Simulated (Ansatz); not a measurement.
# Lattice dynamics of ZnCu (Pm-3m)

The cell of ZnCu (Pm-3m) is at rest. What are its phonons? After the zone centre comes a 4×4×4 q mesh on a 16×16×16 k mesh.

Method: DFT PBEsol, scalar-relativistic, plane waves, PAW, in Ansatz 0.2.0.

## (1) The starting structure

The structure is cubic, space group Pm-3m (No. 221). Conventional cell: a = 2.908 Å, b = 2.908 Å, c = 2.908 Å, α = 90.00°, β = 90.00°, γ = 90.00°. Nearest to Zn lie 8 Cu at 2.52 Å. Nearest to Cu lie 8 Zn at 2.52 Å. Farther neighbours are not listed.

## (2) Zone-centre response

The cell comes from relaxations at this level that are not shown. The zone centre comes first: it holds the modes that light can see, as far as symmetry allows. No field response is asked, since the mesh shows no gap.

File input.yaml:

```yaml
crystal:
  lattice:
    - [2.9081581508, 0.0, 0.0]
    - [0.0, 2.9081581508, 0.0]
    - [0.0, 0.0, 2.9081581508]
  atoms:
    - { symbol: Zn, position: [0.5, 0.5, 0.5] }
    - { symbol: Cu, position: [0.0, 0.0, 0.0] }
kpoints:
  mp_grid: { grid: [16, 16, 16] }
hamiltonian:
  xc: pbesol
scf:
  occupations: { method: methfessel_paxton, width: 0.15 }
output:
  eigenvalues: true
phonons:
  method: dfpt
```

Launch:

```sh
> ansatz run input.yaml --threads 4 --pin off --max-ram 7168MiB --backend cpu --events-out ev --progress --plain --runs-dir out
```

Numbers of over 12 decimals in the logs are rounded to 6 here.

Output:

```text
Engine: ansatz 0.2.0, aarch64-unknown-linux-gnu
Pseudopotentials: kind: paw
Pseudopotential: Zn, paw, valence charge 12, recommended cutoff 420 eV (normal), Zn.paw.azcp
Pseudopotential: Cu, paw, valence charge 19, recommended cutoff 420 eV (normal), Cu.paw.azcp
Functional definition: PBEsol
  exchange = pbesol_x
  correlation = pbesol_c
Crystal: 2 atoms, lattice volume = 24.595 Å³
Basis set: ecut = 420 eV, 461 PW (Γ), exchange–correlation on 40×40×40 points (8 copies of the dense FFT grid, shifted against one another)
Bands: 20, of which v1, the nominal top of the filled ones, is band 16 counted from 1 (15 counted from 0)
Symmetry: 48 space group operations
k-points: 405 of 4096 (irreducible under 8 space group operations, time reversal used)
Non-local potential: Zn, projectors of the file, l = 0: 2, l = 1: 2, l = 2: 3, l = 3: 1
Non-local potential: Cu, projectors of the file, l = 0: 3, l = 1: 2, l = 2: 3, l = 3: 1
PAW form: soft (Blöchl's): semilocal exchange-correlation on the pseudo side does not see the compensation charge
PAW frozen core: Zn, regenerated for the run's functional, and the local potential with it (the file was generated under x = pbe(κ = 0.804, μ = 0.219515), c = pbe(β = 0.066725))
PAW frozen core: Cu, regenerated for the run's functional, and the local potential with it (the file was generated under x = pbe(κ = 0.804, μ = 0.219515), c = pbe(β = 0.066725))
PAW one-centre angular grid: Zn, 590 points (default); XC on 64 Gauss nodes
PAW one-centre angular grid: Cu, 590 points (default); XC on 64 Gauss nodes
Initial density: superposition of atomic densities (neutral atoms: chi_scale 0, normalization atom), corrected by the library's trained network
Initial wavefunctions: pseudopotential atomic-orbital guess
Functional: x = pbesol(κ = 0.804, μ = 0.123457), c = pbesol(β = 0.046)
SCF iter   1: F=—  HF=-9869.887198 eV  |F-HF|=—  |Δ(HF+E_count)|=         —  Δρ=1.39e-2  dr2=2.55e-2  ethr=1.77e-3  ⟨swp⟩=5.0  Hψ=33897  notcnv=0
preconditioner: auto → none  [metal: Δε(μ)=0.032 eV  Ē_g=12.983 eV  σ=0.150 eV  W_gap=0.18  n_scr=6 (ndim 8)  ℏωp=35.9 eV  f_vac=0.000  D(μ)=0.66/eV (n_scr^D=6)  sad-step TF]
SCF iter   2: F=—  HF=-9869.882160 eV  |F-HF|=—  |Δ(HF+E_count)|=   5.04e-3  S|Δr|=    0.00e0  Δρ=2.84e-3  dr2=1.27e-3  ethr=8.21e-5  ⟨swp⟩=2.1  Hψ=14241  notcnv=0  defer=1
SCF iter   3: F=—  HF=-9869.881858 eV  |F-HF|=—  |Δ(HF+E_count)|=   3.02e-4  S|Δr|=    0.00e0  Δρ=9.88e-4  dr2=1.35e-4  ethr=4.09e-6  ⟨swp⟩=1.1  Hψ=8084  notcnv=0  defer=7
SCF iter   4: F=—  HF=-9869.881810 eV  |F-HF|=—  |Δ(HF+E_count)|=   4.83e-5  S|Δr|=    0.00e0  Δρ=1.96e-4  dr2=4.99e-6  ethr=4.36e-7  ⟨swp⟩=2.0  Hψ=11947  notcnv=0  defer=7
SCF iter   5: F=—  HF=-9869.881801 eV  |F-HF|=—  |Δ(HF+E_count)|=   8.37e-6  S|Δr|=    0.00e0  Δρ=4.59e-5  dr2=2.29e-7  ethr=1.61e-8  ⟨swp⟩=2.0  Hψ=12531  notcnv=0  defer=7
SCF iter   6: F=—  HF=-9869.881801 eV  |F-HF|=—  |Δ(HF+E_count)|=   5.05e-7  S|Δr|=    0.00e0  Δρ=5.01e-6  dr2=2.23e-9  ethr=7.37e-10  ⟨swp⟩=2.0  Hψ=13029  notcnv=0  defer=7
SCF iter   7: F=—  HF=-9869.881801 eV  |F-HF|=—  |Δ(HF+E_count)|=   5.70e-9  S|Δr|=    0.00e0  Δρ=8.80e-7  dr2=1.08e-10  ethr=7.19e-12  ⟨swp⟩=2.2  Hψ=14173  notcnv=0  defer=7
SCF iter   8: F=-9869.881801 eV  HF=-9869.881801 eV  |F-HF|=1.82e-12  |Δ(HF+E_count)|=  6.55e-11  S|Δr|=    0.00e0  Δρ=3.83e-8  dr2=1.24e-13  ethr=1.00e-12  ⟨swp⟩=6.9  Hψ=39718  notcnv=0
SCF 1 converged in 8 iterations: F = -9869.881801 eV  dr2 = 1.24e-13
  greatest PAW one-centre occupation: 1.000 electrons in one spin orbital (limit 2), on the Cu atom at site 1 (counted from 0), in its partial waves of l = 0
DFPT response loops at Γ: preconditioner auto → Kerker (q_TF=auto, 2.836 Å⁻¹) (partly filled bands, converged f_vac=0.000); β = 1.00, the filter's whole step (`scf.mixing.beta` (0.50) is not read by the response loops under this deck's `scf.mixing.preconditioner`; to damp them name `kerker` or `kerker_dos`, under which they read `scf.mixing.beta`, and type it under 1.00, their step now; both keys bind the ground state too); Broyden in place of MSR1
SCF converged after 8 iterations
Stability not checked: this state was not tested for a lower state beside it, because cold or Methfessel-Paxton smearing, or corrected tetrahedra, fill the levels in a way that the test cannot read (fill_not_monotonic; see scf.lower_state_search)
Free energy (F): -9869.881801 eV
Harris-Foulkes:  -9869.881801 eV  (|F-HF|=1.82e-12)
Internal energy: -9869.880800 eV  (E = F + TS)
E sigma→0 (E₀):  -9869.881551 eV
Entropy (-TS):   -0.001001 eV (-0.500 meV/atom)
Fermi energy:    15.039090 eV
--- Per-component energies (eV) ---
  E_band       = -302.556516
  E_kinetic    = 432.879919
  E_local      = -5699.847452  (includes V_loc(G=0)·N_el)
  E_nonlocal   = 1003.605701
  E_hartree    = 2485.790741
  E_xc         = -226.429964
  E_vxc        = -170.138484  (∫ρ·V_xc dr)
  E_paw        = -3414.232929  (= ΣΔE_a)
  E_vpaw       = -840.637499  (= ΣTr[D̂ρ^β])
  E_aug_tail   = -0.000161  (compensation charges beyond the density's cutoff)
  E_ewald      = -4452.650212
  E_core_change = 1.003557  (= ΣΔE_core)
  E_smearing   = -0.001001  (= −TS)
  E_closure    = -0.000000  (closes the sum)
  Σ components = -9869.881801   (vs F -9869.881801, Δ=0.00e0)
--- Band table (eV; the first three rows and the last of 405) ---
  k-point 0: bands = [... 12 lower, 12.2765, 12.2765, 12.2765, 21.3220, 21.3220, 21.3220, 26.5171, 26.5171]
  k-point 1: bands = [... 12 lower, 12.2498, 12.2498, 12.2731, 20.6229, 21.4351, 21.4351, 26.5537, 26.9534]
  k-point 2: bands = [... 12 lower, 12.1758, 12.1758, 12.2634, 19.1633, 21.7678, 21.7678, 26.6642, 27.3322]
  k-point 404: bands = [... 12 lower, 12.5489, 12.5489, 19.1325, 19.4267, 19.4267, 19.4267, 19.6799, 19.6799]
--- Phonons (Γ-DFPT): 2 representative perturbations + reference, on 405 of 4096 k-points (Σ response iterations 8) ---
  k mesh reduced under 8 symmetry operations, with k and −k counted as one. Each operation leaves every solved perturbation unchanged. A smaller set is not used because it would not reduce the number of displacements times k-points to solve
  ASR residual: 7.720e-6 → 0.000e0 eV/Å²; symmetrization residual: 2.759e-6 eV/Å²
  ASR residual per site (eV/Å²): 7.00e-6 7.72e-6
  Γ frequencies (cm⁻¹): 0.00 0.00 0.00 210.51 210.51 210.51
  non-analytic LO–TO correction: not included (Born effective charges unavailable; polar crystals: no LO–TO splitting at Γ)
```

Wall time 16 s (4 threads of Arm Neoverse V1, shared host); peak memory 0.91 GiB.

Reading the cycles: dr2 is the Hartree energy of the density residual (eV), the measure of convergence; HF is the Harris–Foulkes estimate of the energy, which meets the free energy F at convergence.

This step gave:

```yaml
volume_per_atom: 12.30 Å³
gap_on_the_k_mesh: 0 eV
sum_rule_residual_before_enforcement: 7.72e-6 eV/Å²
point_group: m-3m
highest_optical_mode_at_the_zone_centre_no_lo_to_term: 210.5 cm⁻¹
lowest_optical_zone_centre_mode: 210.5 cm⁻¹
```

Patterns of degenerate modes are one choice out of their space. The modes at Γ (shares of kinetic energy by element, %):

| mode | frequency (cm⁻¹) | symmetry | Zn % | Cu % |
| --- | --- | --- | --- | --- |
| 1 | 0.0 | acoustic | 51 | 49 |
| 2 | 0.0 | acoustic | 51 | 49 |
| 3 | 0.0 | acoustic | 51 | 49 |
| 4 | 210.5 | T1u | 49 | 51 |
| 5 | 210.5 | T1u | 49 | 51 |
| 6 | 210.5 | T1u | 49 | 51 |

Displacements in mode 4 (210.5 cm⁻¹), the largest set to 1:
```
Zn1 -0.97  0.00  0.00
Cu2  1.00  0.00  0.00
```

Before it was imposed, the acoustic sum rule was missed by 7.7e-6 eV/Å². Small misses are needed for a sound result but don't prove that mesh and cutoff are converged. The lowest optical mode is real, 211 cm⁻¹.

## (3) Phonons on a q mesh

Stability and thermal properties need the whole zone. Linear response on a 4×4×4 q mesh gives force constants as far as a supercell of that size would.

input.yaml: that of step 2 with these lines changed.

```diff
@@ -18 +18,8 @@
   method: dfpt
+  qmesh: [4, 4, 4]
+  temperatures: { t_max: 1000, t_step: 50 }
+  qpath:
+    path:
+      - [[0.0, 0.0, 0.0], [0.0, 0.5, 0.0], [0.5, 0.5, 0.0], [0.0, 0.0, 0.0], [0.5, 0.5, 0.5], [0.0, 0.5, 0.0]]
+      - [[0.5, 0.5, 0.5], [0.5, 0.5, 0.0]]
+    npoints: 10
```

Output:

```text
[...]
Crystal: 2 atoms, lattice volume = 24.595 Å³
Basis set: ecut = 420 eV, 461 PW (Γ), exchange–correlation on 40×40×40 points (8 copies of the dense FFT grid, shifted against one another)
Bands: 20, of which v1, the nominal top of the filled ones, is band 16 counted from 1 (15 counted from 0)
Symmetry: 48 space group operations
k-points: 165 of 4096
[...]
SCF iter   1: F=—  HF=-9869.887199 eV  |F-HF|=—  |Δ(HF+E_count)|=         —  Δρ=1.39e-2  dr2=2.55e-2  ethr=1.77e-3  ⟨swp⟩=5.0  Hψ=13812  notcnv=0
[...]
SCF iter   8: F=-9869.881801 eV  HF=-9869.881801 eV  |F-HF|=0.00e0  |Δ(HF+E_count)|=  5.82e-11  S|Δr|=    0.00e0  Δρ=3.59e-8  dr2=1.08e-13  ethr=1.00e-12  ⟨swp⟩=7.0  Hψ=16125  notcnv=0
SCF 1 converged in 8 iterations: F = -9869.881801 eV  dr2 = 1.08e-13
[...]
phonons: the bands overlap, so this run is a metal and interpolates without the dipole-dipole term. If the crystal is really an insulator or semiconductor, its LO-TO splitting is missing
NSCF: frozen V_eff on 165 k-points
[...]
DFPT response loops at q = (0, 0, 0) (fractional): preconditioner auto → Kerker (q_TF=auto, 2.836 Å⁻¹) (partly filled bands, converged f_vac=0.000); β = 1.00, the filter's whole step (`scf.mixing.beta` (0.50) is not read by the response loops under this deck's `scf.mixing.preconditioner`; to damp them name `kerker` or `kerker_dos`, under which they read `scf.mixing.beta`, and type it under 1.00, their step now; both keys bind the ground state too); Broyden in place of MSR1
[...]
SCF converged after 8 iterations
[...]
Free energy (F): -9869.881801 eV
[...]
Internal energy: -9869.880800 eV  (E = F + TS)
E sigma→0 (E₀):  -9869.881551 eV
Entropy (-TS):   -0.001001 eV (-0.500 meV/atom)
Fermi energy:    15.039090 eV
[...]
--- Band table (eV; the first three rows and the last of 165) ---
  k-point 0: bands = [... 12 lower, 12.2765, 12.2765, 12.2765, 21.3220, 21.3220, 21.3220, 26.5171, 26.5171]
  k-point 1: bands = [... 12 lower, 12.2498, 12.2498, 12.2731, 20.6229, 21.4351, 21.4351, 26.5537, 26.9534]
  k-point 2: bands = [... 12 lower, 12.1758, 12.1758, 12.2634, 19.1633, 21.7678, 21.7678, 26.6642, 27.3322]
  k-point 164: bands = [... 12 lower, 12.5489, 12.5489, 19.1325, 19.4267, 19.4267, 19.4267, 19.6799, 19.6799]
--- Phonons (Γ-DFPT): 2 representative perturbations + reference (Σ response iterations 8) ---
  ASR residual: 7.503e-6 → 0.000e0 eV/Å²; symmetrization residual: 2.666e-6 eV/Å²
  ASR residual per site (eV/Å²): 7.50e-6 6.65e-6
  Γ frequencies (cm⁻¹): 0.00 0.00 0.00 210.51 210.51 210.51
--- Phonons (arbitrary-q DFPT): 10 irreducible q on the 4×4×4 mesh ---
  q = [0.0000, 0.0000, 0.0000] (star 1, of the zone-centre solve; hermiticity 1.02e-6, symmetrization 3.15e-12): -0.00 -0.00 -0.00 210.51 210.51 210.51
  q = [0.0000, 0.0000, 0.2500] (star 6, 4 solved perturbations in 4032 linear systems a pass and spin channel, the states on 1296 of 4096 k-point pairs; hermiticity 1.02e-6, symmetrization 1.82e-12): 88.99 88.99 104.23 194.85 194.85 204.64
[...]
q = [0.0000, 0.2500, -0.5000] (star 12, 6 solved perturbations on 1296 of 4096 k-point pairs; hermiticity 1.54e-6, symmetrization 1.07e-7): 80.66 81.09 154.23 156.48 214.08 220.91
[...]
sum rule: each row above includes the acoustic sum rule's correction from the zone centre's row sums; it moved no ω² by more than (0.18 cm⁻¹)²
  mesh force constants: q→R imaginary residual 3.82e-18; ASR residual 7.503e-6 → 0.000e0 eV/Å²; symmetrization residual 1.155e-14 eV/Å²
  interpolated dispersion: 62 rows × 6 modes
  density of states and harmonic sums: on the 24×24×24 q-mesh, interpolated from the force constants of a 4×4×4 supercell (no non-analytic term)
  largest difference from the sums on the solved wave vectors: F 6.25e-3 eV, S 1.03e-5 and C_V 4.02e-6 eV/K
  zero-point energy: 0.055257 eV/cell   skipped modes (ω ≤ 0): 3   left out of the sums: 3.62e-5 of the cell's modes: C_V's classical limit lies that fraction below 3 k_B per atom; for a crystal, a wire or a layer, F and S can be off by more, and a phonons.interpolated_qmesh denser along its periods is the remedy for the sampling
```

Wall time 8.4 min (4 threads); peak memory 3.1 GiB.

Numbers from this step:

- sum-rule residual before enforcement: 7.50e-6 eV/Å²
- lowest frequency on the path: 0 cm⁻¹
- highest frequency on the path or at a solved wavevector: 236.6 cm⁻¹
- mean frequency: 148.6 cm⁻¹
- Debye temperature (second moment): 296 K
- logarithmic mean frequency: 133.4 cm⁻¹
- lowest mode on the q mesh (acoustic modes at Γ apart): 19.78 cm⁻¹
- zero-point energy per atom: 27.63 meV
- heat capacity at 300 K: 23.77 J/(mol atoms K)
- vibrational entropy at 300 K: 36.68 J/(mol atoms K)

Frequencies (cm⁻¹) solved at each irreducible wavevector; negative means imaginary. Frequencies by wavevector, by row:

| q in reciprocal lattice units | star | mode 1 | mode 2 | mode 3 | mode 4 | mode 5 | mode 6 |
| --- | --- | --- | --- | --- | --- | --- | --- |
| 0 0 0 | 1 | 0 | 0 | 0 | 210.5 | 210.5 | 210.5 |
| 0 0 0.25 | 6 | 89 | 89 | 104.2 | 194.8 | 194.8 | 204.6 |
| 0 0 -0.5 | 3 | 151.3 | 151.3 | 152.1 | 152.1 | 160.6 | 182.3 |
| 0 0.25 0.25 | 12 | 19.8 | 118.2 | 147.9 | 176.7 | 183.2 | 224.3 |
| 0 0.25 -0.5 | 12 | 80.7 | 81.1 | 154.2 | 156.5 | 214.1 | 220.9 |
| 0 -0.5 -0.5 | 3 | 23.2 | 23.2 | 158.5 | 167.1 | 236.6 | 236.6 |
| 0.25 0.25 0.25 | 8 | 79.3 | 79.3 | 124.7 | 200.2 | 204.9 | 204.9 |
| 0.25 0.25 -0.5 | 12 | 78.8 | 88.3 | 140.8 | 159.3 | 212.3 | 219.6 |
| 0.25 -0.5 -0.5 | 6 | 79 | 79 | 148.7 | 161 | 215.5 | 215.5 |
| -0.5 -0.5 -0.5 | 1 | 149.5 | 149.5 | 149.5 | 173.7 | 173.7 | 173.7 |

(Continued in part 2 of 2.)

[Logs are printed without paths, hosts, clocks, repeated set-up lines and the standing remarks that a program may print on its own settings, such as how far it seeks lower states.]

[Hosts, paths, dates, database ids (printed as entryN), source tags and the programs' standing remarks are cut or masked in the printed files.]
